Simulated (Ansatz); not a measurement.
# TaGe2N4 monolayer in a perpendicular field, part 2 of 4

Wanted: the out-of-plane response of the TaGe2N4 monolayer. A positive field points along +c.

Ansatz 0.2.0; plane-wave DFT, PBEsol-D3(BJ), Ansatz PAW.

So far. Step 2 (Relaxing the slab): The lattice constant a goes from 3.020 to 3.030 Å.

### Step 3. Atoms held, field 0

A sawtooth potential applies the field, turning back in the middle of the vacuum. With the dipole correction the typed value is the field outside the slab. The induced dipole is small, so the SCF threshold is tight.

The cell differs from the one that the last finished run ended in (c 46.204 → 25.377 Å).

input.yaml

```yaml
crystal:
  lattice:
    - [3.0300466788, 0.0, 0.0]
    - [-1.5150233394, 2.6240973985, 0.0]
    - [0.0, 0.0, 25.3765482537]
  atoms:
    - { symbol: "N", position: [0.0, 0.0, 0.3546581635] }
    - { symbol: Ge, position: [0.3333333333, 0.6666666667, 0.3787319232] }
    - { symbol: "N", position: [0.3333333333, 0.6666666667, 0.4521944161] }
    - { symbol: Ta, position: [0.0, 0.0, 0.5], spin: -0.11 }
    - { symbol: "N", position: [0.3333333333, 0.6666666667, 0.5478055839] }
    - { symbol: Ge, position: [0.3333333333, 0.6666666667, 0.6212680768] }
    - { symbol: "N", position: [0.0, 0.0, 0.6453418365] }
magnetization:
  spin_polarized: true
kpoints:
  mp_grid: { grid: [18, 18, 1] }
  band_path:
    path: [[0, 0, 0], [0.5, 0, 0], [0.33333333, 0.33333333, 0], [0, 0, 0]]
    npoints: 16
hamiltonian:
  xc: pbesol
  dispersion: d3bj
scf:
  occupations: { method: fermi_dirac, width: 0.05 }
  convergence: { dr2_threshold: 1.0e-10 }
efield:
  axis: 3
  dipole_correction: true
  ramp_position: 0.97
  ramp_width: 0.06
  amplitude: 0
output:
  dos: { projected: true, e_range: [-6, 5] }
  bader: true
  write_potential: true
  write_density: true
  volumetric_format: npy
  elf: true
```

Started as:

```console
$ ansatz run input.yaml --threads 4 --pin off --max-ram 6144MiB --backend cpu --events-out ev --progress --plain --runs-dir out
```

Numbers of over 12 decimals in the logs are rounded to 6 here.

The log of the run:

```text
[...]
Crystal: 7 atoms, lattice volume = 201.772 Å³
Basis set: ecut = 420 eV, 3877 PW (Γ)
Bands: 38, of which v1, the nominal top of the filled ones, is band 31 counted from 1 (30 counted from 0)
Symmetry: 6 space group operations
k-points: 37 of 324 (time reversal used)
[...]
Starting moments: Σ|m| = 0.11 μB on 1 of 7 sites
[...]
SCF iter   1: F=—  HF=-19838.914165 eV  |F-HF|=—  |Δ(HF+E_count)|=         —  Δρ=5.02e-2 (↑5.01e-2 ↓5.02e-2)  dr2=2.35e1  dr2_m=5.18e-4  M=-0.078 μB ∫|m|=0.079 μB  β_m=1.00  ethr=3.10e-3  p=0.000 e·Å  D=1.67e-13 V/Å  ΔV_dip=-0.00 eV  dr2_dipole=1.68e-7  V_vac-E_F(+/−)=7.90/7.90 eV  ⟨swp⟩=9.2  Hψ=13664  notcnv=0
[...]
efield: sawtooth ramp at fractional position 0.9700 (set: `efield.ramp_position`, or a place that a band, a saddle search or an elastic batch's reference lends), width 0.0600; the density the first Hamiltonian is built on has a dipole p = 0.000 e·Å; the dipole correction subtracts the counter field D = 1.67e-13 V/Å, which shifts the + side's vacuum level by -0.00 eV against the − side's; the planar-averaged density in the ramp window peaks in size at 4.0e-6 e/Å³
[...]
SCF iter   2: F=—  HF=-19833.398219 eV  |F-HF|=—  |Δ(HF+E_count)|=    5.52e0  Δρ=2.40e-2 (↑2.40e-2 ↓2.40e-2)  dr2=5.22e0  dr2_m=2.68e-5  M=-0.090 μB ∫|m|=0.090 μB  β_m=0.40  ethr=3.10e-3  p=0.000 e·Å  D=3.29e-5 V/Å  ΔV_dip=-0.00 eV  dr2_dipole=1.80e-8  V_vac-E_F(+/−)=6.56/6.56 eV  ⟨swp⟩=3.4  Hψ=5857  notcnv=0  defer=142
density mixer auto → msr1: a metal under ldos (density of states about μ 0.50 of a free-electron gas's, 18 screened modes)
SCF iter   3: F=—  HF=-19832.078984 eV  |F-HF|=—  |Δ(HF+E_count)|=    1.32e0  Δρ=9.08e-3 (↑9.08e-3 ↓9.03e-3)  dr2=5.50e-1  dr2_m=8.78e-5  M=-0.091 μB ∫|m|=0.092 μB  β_m=0.54  ethr=3.10e-3  p=0.000 e·Å  D=2.38e-6 V/Å  ΔV_dip=-0.00 eV  dr2_dipole=1.53e-12  V_vac-E_F(+/−)=5.61/5.61 eV  ⟨swp⟩=3.0  Hψ=4618  notcnv=0  defer=142
[...]
SCF iter  19: F=-19832.004862 eV  HF=-19832.004862 eV  |F-HF|=9.09e-11  |Δ(HF+E_count)|=   1.50e-9  Δρ=4.53e-8 (↑4.53e-8 ↓4.28e-8)  dr2=7.47e-12  dr2_m=1.87e-12  M=-0.312 μB ∫|m|=0.317 μB  ethr=1.00e-12  p=-0.000 e·Å  D=-3.73e-9 V/Å  ΔV_dip=0.00 eV  dr2_dipole=1.42e-16  V_vac-E_F(+/−)=5.65/5.65 eV  ⟨swp⟩=12.2  Hψ=14523  notcnv=0
SCF 1 converged in 19 iterations: F = -19832.004862 eV  dr2 = 7.47e-12
[...]
at 1 of the mixer's solves, the last at iteration 10, it left a direction of its history that read negative out of its fit and stepped the other way along it
[...]
NSCF: frozen V_eff on 49 k-points
efield: sawtooth ramp at fractional position 0.9700 (kept from the solve that this one continues, or follows in the run), width 0.0600; the density the first Hamiltonian is built on has a dipole p = -0.000 e·Å; the dipole correction subtracts the counter field D = -3.73e-9 V/Å, which shifts the + side's vacuum level by +0.00 eV against the − side's; the planar-averaged density in the ramp window peaks in size at 3.3e-6 e/Å³
SCF converged after 19 iterations
Magnetization: -0.3124 μB (30.3438 up, 30.6562 down)
Absolute magnetization: 0.3175 μB (∫|ρ↑−ρ↓|, with the PAW one-centre terms)
[...]
Per-site moments (μB) at R_I (Å): [(-0.0029883, 0.764362), (-0.00116308, 0.764362), (-0.00396398, 0.768993), (-0.107330, 0.878161), (-0.00396398, 0.768993), (-0.00116308, 0.764362), (-0.0029883, 0.764362)]
Free energy (F): -19832.004862 eV
[...]
Internal energy: -19831.983150 eV  (E = F + TS)
E sigma→0 (E₀):  -19831.994006 eV
Entropy (-TS):   -0.021712 eV (-3.102 meV/atom)
Fermi energy:    1.567027 eV
Dipole field:    D = -0.000000 V/Å  (p = -0.000000 e·Å, saw-weighted, corrected)
Work function:   Φ+ = 5.6520 eV   Φ− = 5.6520 eV
Levels:          The Fermi level and band energies are counted from a zero that moves with the ramp; work functions are not
[...]
--- Band table (eV; the first three rows and the last of 74) ---
  k-point 0 ↑: bands = [... 27 lower, -0.6093, -0.6093, -0.1893, 2.1607, 3.5955, 4.3161, 5.7290, 5.7290, ... 3 higher]
  k-point 1 ↑: bands = [... 27 lower, -0.7295, -0.6649, -0.0859, 2.3174, 3.7645, 4.1739, 5.7340, 5.8204, ... 3 higher]
  k-point 2 ↑: bands = [... 27 lower, -0.9084, -0.8201, -0.0159, 2.5059, 3.9841, 4.1362, 5.7516, 6.0135, ... 3 higher]
  k-point 36 ↓: bands = [... 27 lower, -2.0737, -0.6688, -0.0168, 1.9571, 4.2828, 5.8401, 6.1361, 6.7066, ... 3 higher]
--- Bader charges: 7 sites ---
  site symbol  charge [e]  shift [e]    m [muB]
     0      N     -1.4650     0.0161    -0.0048
     1     Ge      1.9747     0.0212    -0.0033
     2      N     -1.5586     0.0057    -0.0322
     3     Ta      2.0978     0.0012    -0.2318
     4      N     -1.5586     0.0057    -0.0322
     5     Ge      1.9747     0.0212    -0.0033
     6      N     -1.4650     0.0161    -0.0048
  estimated error of the sums over rays = 5.1e-4 e
```

It took 42 s on 4 threads of Intel Xeon Platinum 8488C (Sapphire Rapids), shared host; peak memory 1 GiB.

In the SCF lines HF is the Harris–Foulkes energy and dr2 the Hartree energy of the density residual, in eV; the loop may stop once dr2 is under the threshold and the program's other checks hold. Hψ counts applications of the Hamiltonian.

This step gave:

```yaml
energy_at_zero_smearing: -19831.9940 eV
total_moment: -0.3124 μB
site_moments: -0.002988, -0.001163, -0.003964, -0.1073, -0.003964, -0.001163, -0.002988 μB
work_function_upper_face: 5.652 eV
dipole_along_the_normal: -2.20e-8 e·Å
```

Running mean over a fixed 2.7 Å (it still follows the layers) of the planar mean; the ramp of the sawtooth is left out. The electron's electrostatic potential energy less the Fermi level by z:

| z (Å) | electron's electrostatic potential energy less the Fermi level (eV) |
| --- | --- |
| 3.5 | 5.65 |
| 4.0 | 5.65 |
| 4.5 | 5.65 |
| 5.0 | 5.65 |
| 5.5 | 5.65 |
| 6.0 | 5.64 |
| 6.5 | 5.57 |
| 7.0 | 5.21 |
| 7.5 | 3.37 |
| 8.0 | -0.594 |
| 8.5 | -4.34 |
| 9.0 | -6.91 |
| 9.5 | -7.91 |
| 10.0 | -8.42 |
| 10.5 | -7.63 |
| 11.0 | -6.81 |
| 11.5 | -8.33 |
| 12.0 | -10.5 |
| 12.5 | -12.1 |
| 13.0 | -11.9 |
| 13.5 | -10.0 |
| 14.0 | -7.81 |
| 14.5 | -6.81 |
| 15.0 | -7.96 |
| 15.5 | -8.34 |
| 16.0 | -7.75 |
| 16.5 | -6.43 |
| 17.0 | -3.51 |
| 17.5 | 0.452 |
| 18.0 | 4.06 |
| 18.5 | 5.37 |
| 19.0 | 5.60 |
| 19.5 | 5.64 |
| 20.0 | 5.65 |
| 20.5 | 5.65 |
| 21.0 | 5.65 |
| 21.5 | 5.65 |
| 22.0 | 5.65 |

The density of states has structure finer than the step of the table below, so its rows give means over 0.2 eV, whole bins alone (the curve runs from -6 to 1.99 eV). Peaks (eV: height): total -5.67: 6.87, -5.15: 6.77, -3.08: 7.72, -2.55: 6.63, -2.28: 12.3, -2.09: 6.91, -0.10: 4.63; up -5.64: 4.40, -5.15: 3.38, -3.08: 3.93, -2.25: 6.51, -2.09: 3.39, -1.59: 3.76, -0.10: 3.66; down -5.67: 4.36, -3.30: 3.41, -3.08: 3.79, -2.55: 3.90, -2.28: 7.40, -2.09: 3.52, -0.29: 3.65.

The density of states by energy, zero at the Fermi level; means over each step; values in states/eV a cell:

| energy (eV) | total | up | down |
| --- | --- | --- | --- |
| -5.8 | 3.40 | 1.65 | 1.75 |
| -5.6 | 4.54 | 2.30 | 2.25 |
| -5.4 | 3.63 | 1.65 | 1.98 |
| -5.2 | 5.32 | 2.62 | 2.71 |
| -5.0 | 4.67 | 2.46 | 2.21 |
| -4.8 | 3.25 | 1.64 | 1.61 |
| -4.6 | 3.26 | 1.62 | 1.64 |
| -4.4 | 3.33 | 1.69 | 1.64 |
| -4.2 | 2.58 | 1.31 | 1.27 |
| -4.0 | 2.44 | 1.17 | 1.27 |
| -3.8 | 2.80 | 1.37 | 1.44 |
| -3.6 | 2.15 | 1.12 | 1.03 |
| -3.4 | 3.16 | 1.46 | 1.69 |
| -3.2 | 5.38 | 2.56 | 2.82 |
| -3.0 | 6.46 | 3.35 | 3.11 |
| -2.8 | 3.97 | 1.95 | 2.02 |
| -2.6 | 5.39 | 2.65 | 2.74 |
| -2.4 | 5.01 | 2.48 | 2.53 |
| -2.2 | 5.66 | 2.63 | 3.03 |
| -2.0 | 4.09 | 2.13 | 1.96 |
| -1.8 | 2.27 | 1.14 | 1.13 |
| -1.6 | 1.98 | 1.22 | 0.755 |
| -1.4 | 0 | 0 | 0 |
| -1.2 | 0 | 0 | 0 |
| -1.0 | 0 | 0 | 0 |
| -0.8 | 0 | 0 | 0 |
| -0.6 | 0 | 0 | 0 |
| -0.4 | 1.06 | 0 | 1.06 |
| -0.2 | 2.06 | 0.275 | 1.78 |
| 0.0 | 3.06 | 2.29 | 0.764 |
| 0.2 | 1.41 | 0.893 | 0.514 |
| 0.4 | 0.831 | 0.557 | 0.274 |
| 0.6 | 0.741 | 0.370 | 0.370 |
| 0.8 | 0.633 | 0.431 | 0.201 |
| 1.0 | 0.140 | 0.140 | 0 |
| 1.2 | 0 | 0 | 0 |

Projected DOS per atom over height of the atomic layer and energy from the Fermi level. Layers: N Ge N Ta N Ge N from below.

Values in states/eV, 22 rows by 7 columns, each cell a mean:
```
0.00 0.00 0.00 0.00 0.00 0.00 0.00
0.00 0.00 0.00 0.00 0.00 0.00 0.00
0.00 0.00 0.00 0.02 0.00 0.00 0.00
0.05 0.04 0.04 0.39 0.04 0.04 0.05
0.02 0.01 0.07 0.74 0.07 0.01 0.02
0.05 0.03 0.16 1.96 0.16 0.03 0.05
0.03 0.02 0.08 1.03 0.08 0.02 0.03
0.00 0.00 0.00 0.00 0.00 0.00 0.00
0.00 0.00 0.00 0.00 0.00 0.00 0.00
0.12 0.00 0.12 0.00 0.12 0.00 0.12
0.68 0.01 0.58 0.06 0.58 0.01 0.68
1.48 0.04 1.06 0.31 1.06 0.04 1.48
0.83 0.06 1.33 0.53 1.33 0.06 0.83
0.91 0.11 1.23 0.62 1.23 0.11 0.91
0.78 0.15 1.05 0.49 1.05 0.15 0.78
0.40 0.09 0.50 0.43 0.50 0.09 0.40
0.48 0.14 0.41 0.42 0.41 0.14 0.48
0.58 0.23 0.51 0.46 0.51 0.23 0.58
0.76 0.30 0.38 0.38 0.38 0.30 0.76
0.92 0.40 0.86 0.71 0.86 0.40 0.92
0.48 0.25 0.79 0.68 0.79 0.25 0.48
0.46 0.33 0.81 0.52 0.81 0.33 0.46
```
Columns: height of the atomic layer (Å) from 9 to 16.4 (not evenly spaced); rows upwards: energy from the Fermi level (eV) from -5.96 to 1.96.

Projected DOS per atom, spin up over height of the atomic layer and energy from the Fermi level. Layers: N Ge N Ta N Ge N from below.

Ten even steps from '0' (0.00 states/eV) to '9' (1.33 states/eV), each cell a mean:
```
0000000
0000000
0000000
0001000
0003000
0009000
0000000
0000000
0000000
0000000
2020202
5041405
3052503
3042403
2031302
1011101
1011101
2011102
2111112
3132313
1022201
1121211
```
Columns: height of the atomic layer (Å) from 9 to 16.4 (not evenly spaced); rows upwards: energy from the Fermi level (eV) from -5.96 to 1.96.

Projected DOS per atom, spin down over height of the atomic layer and energy from the Fermi level. Layers: N Ge N Ta N Ge N from below.

Ten even steps from '0' (0.00 states/eV) to '9' (1.03 states/eV), each cell a mean:
```
0000000
0000000
0000000
0001000
0002000
0006000
0009000
0000000
0000000
0000000
3020203
7041407
4062604
4052504
3052503
1021201
2022202
2122212
3111113
4133314
2133312
2142412
```
Columns: height of the atomic layer (Å) from 9 to 16.4 (not evenly spaced); rows upwards: energy from the Fermi level (eV) from -5.96 to 1.96.

Deep bands are left out, so band numbers here count from the lowest band kept and differ from the log's. Electronic bands along the path, in eV, zero at the Fermi level; # counts the bands kept:

| point | up #9 | up #11 | up #12 | up #13 | down #9 | down #11 | down #12 | down #13 |
| --- | --- | --- | --- | --- | --- | --- | --- | --- |
| Γ | -2.18 | -1.76 | 0.59 | 2.03 | -2.21 | -1.77 | 0.48 | 2.02 |
| halfway | -2.91 | -1.86 | 0.24 | 2.73 | -2.93 | -1.87 | -0.01 | 2.69 |
| M | -2.36 | -1.96 | -0.12 | 2.53 | -2.38 | -1.99 | -0.38 | 2.52 |
| halfway | -2.86 | -1.90 | 0.16 | 3.84 | -2.92 | -1.92 | -0.08 | 3.62 |
| K | -3.61 | -1.57 | 0.64 | 2.96 | -3.64 | -1.58 | 0.39 | 2.72 |
| halfway | -2.54 | -1.96 | 0.07 | 3.21 | -2.58 | -1.97 | -0.18 | 3.13 |
| Γ | -2.18 | -1.76 | 0.59 | 2.03 | -2.21 | -1.77 | 0.48 | 2.02 |

Spin density in the ca plane at fractional y = 0.667, with atoms of Ge and N within 0.2 Å of it.

Ten even steps from '0' (-3.97 × 1e-2 e/Å³) to '9' (0.17 × 1e-2 e/Å³), each cell a mean:
```
99999999999999999999887205889999999999999999
99999999999999999999887105889999999999999999
99999999999999999999887436889999999999999999
99999999999999999999999778999999999999999999
99999999999999999988899999998889999999999999
99999999999999999988899999998889999999999999
99999999999999999999899878999999999999999999
99999999999999999999998547899999999999999999
```
Columns run along c (16.0 Å, from fractional 0.16 to 0.79 of the cell), rows up along a (3.0 Å). Atoms in or near the plane, at fractional coordinates: Ge at (0.38, 0.33), N at (0.45, 0.33), N at (0.55, 0.33), Ge at (0.62, 0.33).

Valence density in the ca plane at fractional y = 0.667, with atoms of Ge and N within 0.2 Å of it. It is the smooth field of the valence electrons, not physical close to the nuclei.

Values in e/Å³, 5 rows by 16 columns, each cell a mean:
```
 0  0  0  0  0  0  0  0  1  0  0  0  0  0  0  0
 0  0  0  0  0  1  0  0  1  0  0  0  0  0  0  0
 0  0  0  0  0  8  1  2  1  1  2  6  3  0  0  0
 0  0  0  0  0 15  2  3  1  2  2 12  5  0  0  0
 0  0  0  0  0  1  0  1  1  1  1  1  1  0  0  0
```
Columns run along c (16.0 Å, from fractional 0.16 to 0.79 of the cell), rows up along a (3.0 Å). Atoms in or near the plane, at fractional coordinates: Ge at (0.38, 0.33), N at (0.45, 0.33), N at (0.55, 0.33), Ge at (0.62, 0.33).

Electrostatic potential energy in the ca plane at fractional y = 0.667, with atoms of Ge and N within 0.2 Å of it. With pseudopotentials it is smooth inside the atoms' cores, unlike the true potential.

Values in eV, 5 rows by 16 columns, each cell a mean:
```
  7   7   7   7   7   7   7   3  -1   3   0 -18  -3   4   0   1
  7   7   7   7   7   7   7   1  -9   1   0 -11  -2   2  -8  -1
  7   7   7   7   7   7   6  -7 -34 -14 -28  -2 -23 -15 -33 -14
  7   7   7   7   7   7   6 -10 -39 -19 -38  -1 -31 -21 -37 -17
  7   7   7   7   7   7   7  -1 -18  -2  -5  -7  -6  -1 -17  -5
```
Columns run along c (16.0 Å, from fractional 0.05 to 0.68 of the cell; values clipped at the 3rd and 97th percentile), rows up along a (3.0 Å). Atoms in or near the plane, at fractional coordinates: Ge at (0.38, 0.33), N at (0.45, 0.33), N at (0.55, 0.33), Ge at (0.62, 0.33).

The work function of the upper face is 5.65 eV.

### Step 4. Single point, field 0.1 V/Å

input.yaml: that of step 3 with these lines changed.

```diff
@@ -31,6 +31,4 @@
   ramp_width: 0.06
-  amplitude: 0
+  amplitude: 0.1
 output:
-  dos: { projected: true, e_range: [-6, 5] }
-  bader: true
   write_potential: true
@@ -38,2 +36 @@
   volumetric_format: npy
-  elf: true
```

The log of the run:

```text
[...]
Crystal: 7 atoms, lattice volume = 201.772 Å³
Basis set: ecut = 420 eV, 3877 PW (Γ)
Bands: 38, of which v1, the nominal top of the filled ones, is band 31 counted from 1 (30 counted from 0)
Symmetry: 6 space group operations
k-points: 37 of 324 (time reversal used)
[...]
Starting moments: Σ|m| = 0.11 μB on 1 of 7 sites
[...]
k-point 1 ↑: bands = [... 27 lower, -0.7294, -0.6648, -0.0859, 2.3168, 3.7627, 4.1754, 5.7337, 5.8200, ... 3 higher]
  k-point 2 ↑: bands = [... 27 lower, -0.9083, -0.8200, -0.0159, 2.5055, 3.9775, 4.1420, 5.7513, 6.0125, ... 3 higher]
  k-point 36 ↓: bands = [... 27 lower, -2.0743, -0.6702, -0.0154, 1.9568, 4.2826, 5.8390, 6.1354, 6.7071, ... 3 higher]
[key lines of the parts left out:]
SCF converged after 19 iterations
Magnetization: -0.3124 μB (30.3438 up, 30.6562 down)
Free energy (F): -19832.006687 eV
Fermi energy:    1.566798 eV
Dipole field:    D = 0.032726 V/Å  (p = 0.036492 e·Å, saw-weighted, corrected)
```

Wall time 25 s (4 threads); peak memory 1 GiB; 96 s of CPU time.

The dipole is 0.0365 e·Å.

### Step 5. Single point, field -0.1 V/Å

input.yaml: that of step 4 with these lines changed.

```diff
@@ -31,3 +31,3 @@
   ramp_width: 0.06
-  amplitude: 0.1
+  amplitude: -0.1
 output:
```

The log of the run:

```text
[...]
Crystal: 7 atoms, lattice volume = 201.772 Å³
Basis set: ecut = 420 eV, 3877 PW (Γ)
Bands: 38, of which v1, the nominal top of the filled ones, is band 31 counted from 1 (30 counted from 0)
Symmetry: 6 space group operations
k-points: 37 of 324 (time reversal used)
[...]
Starting moments: Σ|m| = 0.11 μB on 1 of 7 sites
[...]
k-point 1 ↑: bands = [... 27 lower, -0.7294, -0.6648, -0.0859, 2.3168, 3.7627, 4.1754, 5.7337, 5.8200, ... 3 higher]
  k-point 2 ↑: bands = [... 27 lower, -0.9083, -0.8200, -0.0159, 2.5055, 3.9775, 4.1420, 5.7513, 6.0125, ... 3 higher]
  k-point 36 ↓: bands = [... 27 lower, -2.0743, -0.6702, -0.0154, 1.9568, 4.2826, 5.8390, 6.1354, 6.7071, ... 3 higher]
[key lines of the parts left out:]
SCF converged after 19 iterations
Magnetization: -0.3124 μB (30.3438 up, 30.6562 down)
Free energy (F): -19832.006687 eV
Fermi energy:    1.566792 eV
Dipole field:    D = -0.032726 V/Å  (p = -0.036492 e·Å, saw-weighted, corrected)
```

Wall time 25 s (4 threads); peak memory 1 GiB; 96 s of CPU time.

The dipole is -0.0365 e·Å.

### Step 6. Single point, field 0.2 V/Å

input.yaml: that of step 5 with these lines changed.

```diff
@@ -31,3 +31,3 @@
   ramp_width: 0.06
-  amplitude: -0.1
+  amplitude: 0.2
 output:
```

The log of the run:

```text
[...]
Crystal: 7 atoms, lattice volume = 201.772 Å³
Basis set: ecut = 420 eV, 3877 PW (Γ)
Bands: 38, of which v1, the nominal top of the filled ones, is band 31 counted from 1 (30 counted from 0)
Symmetry: 6 space group operations
k-points: 37 of 324 (time reversal used)
[...]
Starting moments: Σ|m| = 0.11 μB on 1 of 7 sites
[...]
k-point 1 ↑: bands = [... 27 lower, -0.7294, -0.6645, -0.0857, 2.3150, 3.7572, 4.1796, 5.7328, 5.8186, ... 3 higher]
  k-point 2 ↑: bands = [... 27 lower, -0.9080, -0.8195, -0.0157, 2.5044, 3.9600, 4.1572, 5.7505, 6.0093, ... 3 higher]
  k-point 36 ↓: bands = [... 27 lower, -2.0761, -0.6746, -0.0112, 1.9561, 4.2818, 5.8356, 6.1332, 6.7086, ... 3 higher]
[key lines of the parts left out:]
SCF converged after 19 iterations
Magnetization: -0.3124 μB (30.3438 up, 30.6562 down)
Free energy (F): -19832.012161 eV
Fermi energy:    1.566102 eV
Dipole field:    D = 0.065457 V/Å  (p = 0.072989 e·Å, saw-weighted, corrected)
```

Elapsed: 25 s, on 4 threads; peak memory 0.97 GiB; 96 s of CPU time.

The dipole is 0.0730 e·Å.

### Step 7. Single point, field -0.2 V/Å

input.yaml: that of step 6 with these lines changed.

```diff
@@ -31,3 +31,3 @@
   ramp_width: 0.06
-  amplitude: 0.2
+  amplitude: -0.2
 output:
```

The log of the run:

```text
[...]
Crystal: 7 atoms, lattice volume = 201.772 Å³
Basis set: ecut = 420 eV, 3877 PW (Γ)
Bands: 38, of which v1, the nominal top of the filled ones, is band 31 counted from 1 (30 counted from 0)
Symmetry: 6 space group operations
k-points: 37 of 324 (time reversal used)
[...]
Starting moments: Σ|m| = 0.11 μB on 1 of 7 sites
[...]
k-point 1 ↑: bands = [... 27 lower, -0.7294, -0.6645, -0.0857, 2.3150, 3.7572, 4.1796, 5.7328, 5.8186, ... 3 higher]
  k-point 2 ↑: bands = [... 27 lower, -0.9080, -0.8195, -0.0157, 2.5044, 3.9600, 4.1572, 5.7505, 6.0093, ... 3 higher]
  k-point 36 ↓: bands = [... 27 lower, -2.0761, -0.6746, -0.0112, 1.9561, 4.2818, 5.8356, 6.1332, 6.7086, ... 3 higher]
[key lines of the parts left out:]
SCF converged after 19 iterations
Magnetization: -0.3124 μB (30.3438 up, 30.6562 down)
Free energy (F): -19832.012161 eV
Fermi energy:    1.566097 eV
Dipole field:    D = -0.065457 V/Å  (p = -0.072988 e·Å, saw-weighted, corrected)
```

The job ended after 25 s (4 threads; peak memory 1 GiB; 96 s of CPU time).

The dipole is -0.0730 e·Å.

(Continued in part 3 of 4.)

[Logs are printed without paths, hosts, clocks, repeated set-up lines and the standing remarks that a program may print on its own settings, such as how far it seeks lower states.]

[Hosts, paths, dates, database ids (printed as entryN), source tags and the programs' standing remarks are cut or masked in the printed files.]

[Maps of the electrostatic potential energy from Ansatz leave out the sawtooth potential of an applied field or a dipole correction, so their vacuum need not be flat; planar profiles and work functions include it.]
